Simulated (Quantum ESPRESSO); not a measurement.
# Magnetic state of CoSn from several starts

Wanted: the moments of CoSn and the energy of each order that was tried.

Main program and level: Quantum ESPRESSO 7.5; PBEsol; plane waves with GBRV 1.5 PBEsol potentials, no spin-orbit coupling.

## (1) The starting structure

Symmetry: P6/mmm, No. 191, hexagonal system. Conventional cell: a = 5.246 Å, b = 5.246 Å, c = 4.188 Å, α = 90.00°, β = 90.00°, γ = 120.00°. Nearest to Co lie 6 Sn at 2.58 to 2.62 Å and 4 Co at 2.62 Å. Nearest to Sn lie 6 Co at 2.58 Å. Nearest to Sn lie 6 Co at 2.62 Å. Farther neighbours are not listed.

The cell comes from Materials Project 2023-11-01, a database of computed structures, and need not be the stable phase.

## (2) Start 1: ferro +++

The signs are those of the starting moments on the seeded atoms, the atoms that are given a moment.

pw.in

```
&CONTROL
  calculation = 'scf'
  prefix = 'pwscf'
  outdir = './tmp'
  pseudo_dir = './pseudo'
  disk_io = 'nowf'
/
&SYSTEM
  ibrav = 0
  celldm(1) = 8
  nat = 6
  ntyp = 2
  ecutwfc = 40
  ecutrho = 280
  nbnd = 62
  occupations = 'smearing'
  smearing = 'fd'
  degauss = 0.00734986
  nspin = 2
  starting_magnetization(1) = 0.1176
  starting_magnetization(2) = 0
/
&ELECTRONS
  conv_thr = 1.2d-08
  electron_maxstep = 150
  mixing_beta = 0.3
/
ATOMIC_SPECIES
Co     58.9332 co_pbesol_v1.2.uspp.F.UPF
Sn    118.7100 sn_pbesol_v1.4.uspp.F.UPF
CELL_PARAMETERS alat
   1.2391973377520    0.0000000000000    0.0000000000000
  -0.6195986688760    1.0731763748025    0.0000000000000
   0.0000000000000    0.0000000000000    0.9891748486424
ATOMIC_POSITIONS crystal
Co      0.0000000000    0.5000000000    0.0000000000
Co      0.5000000000    0.5000000000    0.0000000000
Co      0.5000000000    0.0000000000    0.0000000000
Sn      0.6666666700    0.3333333300    0.5000000000
Sn      0.3333333300    0.6666666700    0.5000000000
Sn      0.0000000000    0.0000000000    0.0000000000
K_POINTS automatic
8 8 10 0 0 0
```

Run with:

```
> OMP_NUM_THREADS=1 mpirun -n 4 pw.x -nk 4 -in pw.in > pw.out
```

The program printed:

```text
Program PWSCF v.7.5 starts

     Message from routine setup:
     using ibrav=0 with symmetry is DISCOURAGED, use correct ibrav instead

     K-points division:     npool     =       4
     Subspace diagonalization in iterative solution of the eigenvalue problem:

     G-vector sticks info
     --------------------
     sticks:   dense  smooth     PW     G-vecs:    dense   smooth      PW
     Sum        1891    1069    313                53269    23023    3689

     Using Slab Decomposition

     bravais-lattice index     =            0
     lattice parameter (alat)  =       8.0000  a.u.
     unit-cell volume          =     673.5264 (a.u.)^3
     number of atoms/cell      =            6
     number of atomic types    =            2
     number of electrons       =        93.00
     number of Kohn-Sham states=           62
     kinetic-energy cutoff     =      40.0000  Ry
     charge density cutoff     =     280.0000  Ry
     scf convergence threshold =      1.2E-08
     mixing beta               =       0.3000
     number of iterations used =            8  plain     mixing
     Exchange-correlation= SLA  PW   PSX  PSC
                           (   1   4  10   8   0   0   0)

     celldm(1)=   8.000000  celldm(2)=   0.000000  celldm(3)=   0.000000
     celldm(4)=   0.000000  celldm(5)=   0.000000  celldm(6)=   0.000000

     crystal axes: (cart. coord. in units of alat)
               a(1) = (   1.239197   0.000000   0.000000 )
               a(2) = (  -0.619599   1.073176   0.000000 )
               a(3) = (   0.000000   0.000000   0.989175 )

     reciprocal axes: (cart. coord. in units 2 pi/alat)
               b(1) = (  0.806974  0.465907 -0.000000 )
               b(2) = (  0.000000  0.931813  0.000000 )
               b(3) = (  0.000000 -0.000000  1.010944 )

     PseudoPot. # 1 for Co read from file:
     co_pbesol_v1.2.uspp.F.UPF
     Pseudo is Ultrasoft + core correction, Zval = 17.0
     Generated by new atomic code, or converted to UPF format
     Using radial grid of  863 points,  6 beta functions with:
                l(1) =   0
                l(2) =   0
                l(3) =   1
                l(4) =   1
                l(5) =   2
                l(6) =   2
     Q(r) pseudized with  8 coefficients,  rinner =    1.200   1.200   1.200
                                                       1.200   1.200

     PseudoPot. # 2 for Sn read from file:
     sn_pbesol_v1.4.uspp.F.UPF
     Pseudo is Ultrasoft + core correction, Zval = 14.0
     Generated by new atomic code, or converted to UPF format
     Using radial grid of  891 points,  6 beta functions with:
                l(1) =   0
                l(2) =   0
                l(3) =   1
                l(4) =   1
                l(5) =   2
                l(6) =   2
     Q(r) pseudized with  8 coefficients,  rinner =    1.350   1.350   1.350
                                                       1.350   1.350

     atomic species   valence    mass     pseudopotential
     Co               17.00    58.93320     Co( 1.00)
     Sn               14.00   118.71000     Sn( 1.00)

     Starting magnetic structure
     atomic species   magnetization
     Co              0.118
     Sn              0.000

     24 Sym. Ops., with inversion, found

   Cartesian axes

     site n.     atom                  positions (alat units)
         1        Co     tau(   1) = (  -0.3097993   0.5365882   0.0000000  )
         2        Co     tau(   2) = (   0.3097993   0.5365882   0.0000000  )
         3        Co     tau(   3) = (   0.6195987   0.0000000   0.0000000  )
         4        Sn     tau(   4) = (   0.6195987   0.3577255   0.4945874  )
         5        Sn     tau(   5) = (  -0.0000000   0.7154509   0.4945874  )
         6        Sn     tau(   6) = (   0.0000000   0.0000000   0.0000000  )

     number of k points=    60  Fermi-Dirac smearing, width (Ry)=  0.0073
                       cart. coord. in units 2pi/alat
        k(    1) = (   0.0000000   0.0000000   0.0000000), wk =   0.0015625
        k(    2) = (   0.0000000   0.0000000   0.1010944), wk =   0.0031250
        k(    3) = (   0.0000000   0.0000000   0.2021887), wk =   0.0031250
        k(    4) = (   0.0000000   0.0000000   0.3032831), wk =   0.0031250
        k(    5) = (   0.0000000   0.0000000   0.4043774), wk =   0.0031250
        [... 55 further k-points ...]

     Dense  grid:    53269 G-vectors     FFT dimensions: (  54,  54,  45)

     Smooth grid:    23023 G-vectors     FFT dimensions: (  40,  40,  32)

     Check: negative core charge=   -0.000020
     Generating pointlists ...
     new r_m :   0.2518 (alat units)  2.0143 (a.u.) for type    1
     new r_m :   0.2518 (alat units)  2.0143 (a.u.) for type    2

     Initial potential from superposition of free atoms

     starting charge      86.9999, renormalised to      93.0000
     Starting wfcs are   66 randomized atomic wfcs

     Self-consistent Calculation

     iteration #  1     ecut=    40.00 Ry     beta= 0.30
     Davidson diagonalization with overlap
     ethr =  1.00E-02,  avg # of iterations =  6.9

     total energy              =   -1349.40504402 Ry
     estimated scf accuracy    <      68.41060684 Ry

     total magnetization       =     2.18 Bohr mag/cell
     absolute magnetization    =     2.34 Bohr mag/cell

     iteration #  2     ecut=    40.00 Ry     beta= 0.30
     Davidson diagonalization with overlap
     ethr =  1.00E-02,  avg # of iterations =  3.0

     total energy              =   -1369.71316371 Ry
     estimated scf accuracy    <      47.95551624 Ry

     total magnetization       =     0.27 Bohr mag/cell
     absolute magnetization    =     0.33 Bohr mag/cell

     iteration #  3     ecut=    40.00 Ry     beta= 0.30
     Davidson diagonalization with overlap
     ethr =  1.00E-02,  avg # of iterations =  2.0

     total energy              =   -1370.05762650 Ry
     estimated scf accuracy    <       6.50387240 Ry

     total magnetization       =     0.89 Bohr mag/cell
     absolute magnetization    =     1.23 Bohr mag/cell

     [... further iterations left out ...]

     iteration # 16     ecut=    40.00 Ry     beta= 0.30
     Davidson diagonalization with overlap
     ethr =  2.61E-09,  avg # of iterations =  2.0

     total energy              =   -1371.60666099 Ry
     estimated scf accuracy    <       0.00000162 Ry

     total magnetization       =     0.00 Bohr mag/cell
     absolute magnetization    =     0.00 Bohr mag/cell

     iteration # 17     ecut=    40.00 Ry     beta= 0.30
     Davidson diagonalization with overlap
     ethr =  1.74E-09,  avg # of iterations =  1.8

     total energy              =   -1371.60666121 Ry
     estimated scf accuracy    <       0.00000017 Ry

     total magnetization       =     0.00 Bohr mag/cell
     absolute magnetization    =     0.00 Bohr mag/cell

     iteration # 18     ecut=    40.00 Ry     beta= 0.30
     Davidson diagonalization with overlap
     ethr =  1.80E-10,  avg # of iterations =  2.0

     total energy              =   -1371.60666126 Ry
     estimated scf accuracy    <       0.00000002 Ry

     total magnetization       =    -0.00 Bohr mag/cell
     absolute magnetization    =     0.00 Bohr mag/cell

     iteration # 19     ecut=    40.00 Ry     beta= 0.30
     Davidson diagonalization with overlap
     ethr =  2.27E-11,  avg # of iterations =  2.2

     Magnetic moment per site  (integrated on atomic sphere of radius R)
     atom   1 (R=0.252)  charge= 15.9158  magn=  0.0001
     atom   2 (R=0.252)  charge= 15.9158  magn=  0.0001
     atom   3 (R=0.252)  charge= 15.9158  magn=  0.0001
     atom   4 (R=0.252)  charge= 11.2399  magn= -0.0000
     atom   5 (R=0.252)  charge= 11.2399  magn= -0.0000
     atom   6 (R=0.252)  charge= 11.1765  magn= -0.0000

     End of self-consistent calculation

     Number of k-points >= 100: set verbosity='high' to print the bands.

     the Fermi energy is    14.9758 ev

!    total energy              =   -1371.60666127 Ry
     estimated scf accuracy    <          1.6E-09 Ry
     smearing contrib. (-TS)   =      -0.00967119 Ry
     internal energy E=F+TS    =   -1371.59699008 Ry

     The total energy is F=E-TS. E is the sum of the following terms:
     one-electron contribution =    -792.86845263 Ry
     hartree contribution      =     460.98712244 Ry
     xc contribution           =    -225.24511841 Ry
     ewald contribution        =    -814.47054149 Ry

     total magnetization       =     0.00 Bohr mag/cell
     absolute magnetization    =     0.00 Bohr mag/cell

     convergence has been achieved in  19 iterations

=------------------------------------------------------------------------------=
   JOB DONE.
=------------------------------------------------------------------------------=
```

It took 3.6 min on 4 MPI ranks of Intel Xeon at 2.70GHz, shared host; peak memory 0.77 GiB; 14 min of CPU time.

Spin moment in the atom's sphere by atom:

| atom | spin moment in the atom's sphere (μB) |
| --- | --- |
| Co1 | 0.0001 |
| Co2 | 0.0001 |
| Co3 | 0.0001 |
| Sn4 | 0.0000 |
| Sn5 | 0.0000 |
| Sn6 | 0.0000 |

This step gave:

* smearing term TS: 0.1316 eV
* magnetization: 0 μB
* absolute magnetization: 0 μB
* final state: non-magnetic

## (3) Start 2: antiferro q=(0,0,1/2) +−+−+−

This order needs a doubled cell of 12 atoms. The wavevector q is in fractions of the reciprocal vectors of the crystal's primitive cell, as the cells of these inputs are built from it; moments change sign between cells as cos(2π q·R).

pw.in

```
&CONTROL
  calculation = 'scf'
  prefix = 'pwscf'
  outdir = './tmp'
  pseudo_dir = './pseudo'
  disk_io = 'nowf'
/
&SYSTEM
  ibrav = 0
  celldm(1) = 8
  nat = 12
  ntyp = 3
  ecutwfc = 40
  ecutrho = 280
  nbnd = 113
  occupations = 'smearing'
  smearing = 'fd'
  degauss = 0.00734986
  nspin = 2
  starting_magnetization(1) = 0.1176
  starting_magnetization(2) = -0.1176
  starting_magnetization(3) = 0
/
&ELECTRONS
  conv_thr = 2.4d-08
  electron_maxstep = 150
  mixing_beta = 0.3
/
ATOMIC_SPECIES
Co1    58.9332 co_pbesol_v1.2.uspp.F.UPF
Co2    58.9332 co_pbesol_v1.2.uspp.F.UPF
Sn    118.7100 sn_pbesol_v1.4.uspp.F.UPF
CELL_PARAMETERS alat
   1.2391973377520    0.0000000000000    0.0000000000000
  -0.6195986688760    1.0731763748025    0.0000000000000
   0.0000000000000    0.0000000000000    1.9783496972849
ATOMIC_POSITIONS crystal
Co1     0.0000000000    0.5000000000    0.0000000000
Co2     0.0000000000    0.5000000000    0.5000000000
Co1     0.5000000000    0.5000000000    0.0000000000
Co2     0.5000000000    0.5000000000    0.5000000000
Co1     0.5000000000    0.0000000000    0.0000000000
Co2     0.5000000000    0.0000000000    0.5000000000
Sn      0.6666666700    0.3333333300    0.2500000000
Sn      0.6666666700    0.3333333300    0.7500000000
Sn      0.3333333300    0.6666666700    0.2500000000
Sn      0.3333333300    0.6666666700    0.7500000000
Sn      0.0000000000    0.0000000000    0.0000000000
Sn      0.0000000000    0.0000000000    0.5000000000
K_POINTS automatic
8 8 5 0 0 0
```

The program printed:

```text
[banner, memory and clock lines left out]
Program PWSCF v.7.5 starts

     Message from routine setup:
     using ibrav=0 with symmetry is DISCOURAGED, use correct ibrav instead

     bravais-lattice index     =            0
     lattice parameter (alat)  =       8.0000  a.u.
     unit-cell volume          =    1347.0527 (a.u.)^3
     number of atoms/cell      =           12
     number of atomic types    =            3
     number of electrons       =       186.00
     number of Kohn-Sham states=          113
     kinetic-energy cutoff     =      40.0000  Ry
     charge density cutoff     =     280.0000  Ry
     scf convergence threshold =      2.4E-08
     mixing beta               =       0.3000
     number of iterations used =            8  plain     mixing
     Exchange-correlation= SLA  PW   PSX  PSC
                           (   1   4  10   8   0   0   0)

     celldm(1)=   8.000000  celldm(2)=   0.000000  celldm(3)=   0.000000
     celldm(4)=   0.000000  celldm(5)=   0.000000  celldm(6)=   0.000000

     crystal axes: (cart. coord. in units of alat)
               a(1) = (   1.239197   0.000000   0.000000 )
               a(2) = (  -0.619599   1.073176   0.000000 )
               a(3) = (   0.000000   0.000000   1.978350 )

     reciprocal axes: (cart. coord. in units 2 pi/alat)
               b(1) = (  0.806974  0.465907 -0.000000 )
               b(2) = (  0.000000  0.931813  0.000000 )
               b(3) = (  0.000000 -0.000000  0.505472 )

     PseudoPot. # 1 for Co read from file:
     co_pbesol_v1.2.uspp.F.UPF
     Pseudo is Ultrasoft + core correction, Zval = 17.0

     PseudoPot. # 2 for Co read from file:
     co_pbesol_v1.2.uspp.F.UPF
     Pseudo is Ultrasoft + core correction, Zval = 17.0

     PseudoPot. # 3 for Sn read from file:
     sn_pbesol_v1.4.uspp.F.UPF
     Pseudo is Ultrasoft + core correction, Zval = 14.0

     atomic species   valence    mass     pseudopotential
     Co1              17.00    58.93320     Co( 1.00)
     Co2              17.00    58.93320     Co( 1.00)
     Sn               14.00   118.71000     Sn( 1.00)

     Starting magnetic structure
     atomic species   magnetization
     Co1             0.118
     Co2            -0.118
     Sn              0.000

     24 Sym. Ops., with inversion, found

   Cartesian axes

     site n.     atom                  positions (alat units)
         1        Co1    tau(   1) = (  -0.3097993   0.5365882   0.0000000  )
         2        Co2    tau(   2) = (  -0.3097993   0.5365882   0.9891748  )
         3        Co1    tau(   3) = (   0.3097993   0.5365882   0.0000000  )
         4        Co2    tau(   4) = (   0.3097993   0.5365882   0.9891748  )
         5        Co1    tau(   5) = (   0.6195987   0.0000000   0.0000000  )
         6        Co2    tau(   6) = (   0.6195987   0.0000000   0.9891748  )
         7        Sn     tau(   7) = (   0.6195987   0.3577255   0.4945874  )
         8        Sn     tau(   8) = (   0.6195987   0.3577255   1.4837623  )
         9        Sn     tau(   9) = (  -0.0000000   0.7154509   0.4945874  )
        10        Sn     tau(  10) = (  -0.0000000   0.7154509   1.4837623  )
        11        Sn     tau(  11) = (   0.0000000   0.0000000   0.0000000  )
        12        Sn     tau(  12) = (   0.0000000   0.0000000   0.9891748  )

     number of k points=    30  Fermi-Dirac smearing, width (Ry)=  0.0073
                       cart. coord. in units 2pi/alat
        k(    1) = (   0.0000000   0.0000000   0.0000000), wk =   0.0031250
        k(    2) = (   0.0000000   0.0000000   0.1010944), wk =   0.0062500
        k(    3) = (   0.0000000   0.0000000   0.2021887), wk =   0.0062500
        k(    4) = (   0.0000000   0.1164767   0.0000000), wk =   0.0187500
        k(    5) = (   0.0000000   0.1164767   0.1010944), wk =   0.0375000
        [... 25 further k-points ...]

     Dense  grid:   106615 G-vectors     FFT dimensions: (  54,  54,  90)

     Smooth grid:    46011 G-vectors     FFT dimensions: (  40,  40,  64)

     Check: negative core charge=   -0.000020
     Generating pointlists ...
     new r_m :   0.2518 (alat units)  2.0143 (a.u.) for type    1
     new r_m :   0.2518 (alat units)  2.0143 (a.u.) for type    2
     new r_m :   0.2518 (alat units)  2.0143 (a.u.) for type    3

     Initial potential from superposition of free atoms

     starting charge     173.9997, renormalised to     186.0000
     Starting wfcs are  132 randomized atomic wfcs

     Self-consistent Calculation

     iteration #  1     ecut=    40.00 Ry     beta= 0.30
     Davidson diagonalization with overlap
     ethr =  1.00E-02,  avg # of iterations =  5.7

     total energy              =   -2700.18332531 Ry
     estimated scf accuracy    <     133.68360841 Ry

     total magnetization       =     0.01 Bohr mag/cell
     absolute magnetization    =     5.05 Bohr mag/cell

     iteration #  2     ecut=    40.00 Ry     beta= 0.30
     Davidson diagonalization with overlap
     ethr =  1.00E-02,  avg # of iterations =  3.3

     total energy              =   -2739.12344215 Ry
     estimated scf accuracy    <      94.82920090 Ry

     total magnetization       =     0.00 Bohr mag/cell
     absolute magnetization    =     0.74 Bohr mag/cell

     [... further iterations left out ...]

     iteration # 19     ecut=    40.00 Ry     beta= 0.30
     Davidson diagonalization with overlap
     ethr =  1.68E-10,  avg # of iterations =  2.0

     total energy              =   -2743.21332249 Ry
     estimated scf accuracy    <       0.00000011 Ry

     total magnetization       =    -0.00 Bohr mag/cell
     absolute magnetization    =     0.00 Bohr mag/cell

     iteration # 20     ecut=    40.00 Ry     beta= 0.30
     Davidson diagonalization with overlap
     ethr =  5.94E-11,  avg # of iterations =  1.9

     Magnetic moment per site  (integrated on atomic sphere of radius R)
     atom   1 (R=0.252)  charge= 15.9158  magn= -0.0004
     atom   2 (R=0.252)  charge= 15.9158  magn= -0.0005
     atom   3 (R=0.252)  charge= 15.9158  magn= -0.0004
     atom   4 (R=0.252)  charge= 15.9158  magn= -0.0005
     atom   5 (R=0.252)  charge= 15.9158  magn= -0.0004
     atom   6 (R=0.252)  charge= 15.9158  magn= -0.0005
     atom   7 (R=0.252)  charge= 11.2399  magn=  0.0000
     atom   8 (R=0.252)  charge= 11.2399  magn=  0.0000
     atom   9 (R=0.252)  charge= 11.2399  magn=  0.0000
     atom  10 (R=0.252)  charge= 11.2399  magn=  0.0000
     atom  11 (R=0.252)  charge= 11.1765  magn=  0.0000
     atom  12 (R=0.252)  charge= 11.1765  magn=  0.0000

     End of self-consistent calculation

     [... lines left out ...]
     the Fermi energy is    14.9758 ev

!    total energy              =   -2743.21332252 Ry
     estimated scf accuracy    <       0.00000002 Ry
     smearing contrib. (-TS)   =      -0.01934217 Ry
     internal energy E=F+TS    =   -2743.19398035 Ry

     The total energy is F=E-TS. E is the sum of the following terms:
     one-electron contribution =   -1585.73755844 Ry
     hartree contribution      =     921.97490000 Ry
     xc contribution           =    -450.49023895 Ry
     ewald contribution        =   -1628.94108296 Ry

     total magnetization       =    -0.00 Bohr mag/cell
     absolute magnetization    =     0.00 Bohr mag/cell

     convergence has been achieved in  20 iterations
```

Run time: 10 min. Hardware: 4 MPI ranks; peak memory 1.5 GiB.

Spin moment in the atom's sphere by atom:

| atom | spin moment in the atom's sphere (μB) |
| --- | --- |
| Co1 | -0.0004 |
| Co2 | -0.0005 |
| Co3 | -0.0004 |
| Co4 | -0.0005 |
| Co5 | -0.0004 |
| Co6 | -0.0005 |
| Sn7 | 0.0000 |
| Sn8 | 0.0000 |
| Sn9 | 0.0000 |
| Sn10 | 0.0000 |
| Sn11 | 0.0000 |
| Sn12 | 0.0000 |

Numbers from this step:

```
smearing term TS       : 0.2632 eV
magnetization          : 0 μB
absolute magnetization : 0 μB
final state            : non-magnetic
```

## (4) Energies of the orders

An order is kept where moments of 0.15 μB or more survive with the typed signs; meshes match where a doubled cell samples the same k points as the first cell.

Orders:

| start | final state | typed order kept | energy over the lowest (meV a seeded atom) | largest site moment (μB) | net moment (μB a cell of the first run) | mesh matched | CPU time (s) |
| --- | --- | --- | --- | --- | --- | --- | --- |
| ferro +++ | non-magnetic | no | 0 | 0 | 0 | yes | 855.8 |
| antiferro q=(0,0,1/2) +-+-+- | non-magnetic | no | 0 | 5.47e-4 | 0.001088 | yes | 2473 |

## (5) Summary of results

```
lowest state found  : non-magnetic (from ferro +++ and antiferro q=(0,0,1/2) +-+-+-)
largest site moment : 0 μB
```

The lowest state carries no moment, and no start kept one. This is the lowest of 2 collinear or spinless starts, no proof of the ground state. Energies are free energies at an electronic temperature of 1160 K, which lowers moments and differences where the moments are itinerant.

[Logs and program files are shortened in this print: banners, set-up blocks, solver, clock and traceback lines can be left out without a mark of their own.]

[Logs are printed without paths, hosts, clocks, repeated set-up lines and the standing remarks that a program may print on its own settings, such as how far it seeks lower states.]

[Hosts, paths, dates, database ids (printed as entryN), source tags and the programs' standing remarks are cut or masked in the printed files.]

[Where a cell is said to come from a database of computed structures, the database is the Materials Project.]
